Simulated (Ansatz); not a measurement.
Rows from a G0W0 calculation on GaSb (F-43m) (Ansatz 0.2.0; G0W0 on r2SCAN, plane waves, PAW; PAW set soft_1; 4×4×4 mesh, 675 empty bands, screening to 100 eV, PAW set soft_1 files), in eV. Spin-orbit coupling is left out.

The database entry behind the starting cell differs from later determinations by our own check (about 0.4 % long), so it need not match the best structure at ambient conditions.

```
row      Σx     Σc     Vxc     Z
  A  -11.65  -4.21  -15.87  0.77
  B   -7.58  -4.15  -11.68  0.76
  C  -15.66   0.91  -14.41  0.77
```

Q: Which rows are filled states and which are empty ones, and how can one tell?

Filled: C. Empty: A and B. The sign of Σc tells: for a filled state bare exchange, which holds its interaction with itself, lies below Vxc (Σx − Vxc is -1.3 eV or lower here) and screening gives part back as a positive Σc. For an empty state Σx lies above Vxc (+4.1 eV or more) and the Coulomb hole leaves Σc negative.

[Paths, hosts, dates, memory and timing lines, banners, echoed tables and standing remarks are left out of the program output.]

[Logs are printed without paths, hosts, clocks, repeated set-up lines and the standing remarks that a program may print on its own settings, such as how far it seeks lower states.]

[Runs of the session that timed out or met a known fault of the program may be left out.]

[Cells called generated may have been cut or substituted from an entry of the Crystallography Open Database or the Materials Project.]

[Hosts, paths, dates, database ids (printed as entryN), source tags and the programs' standing remarks are cut or masked in the printed files.]
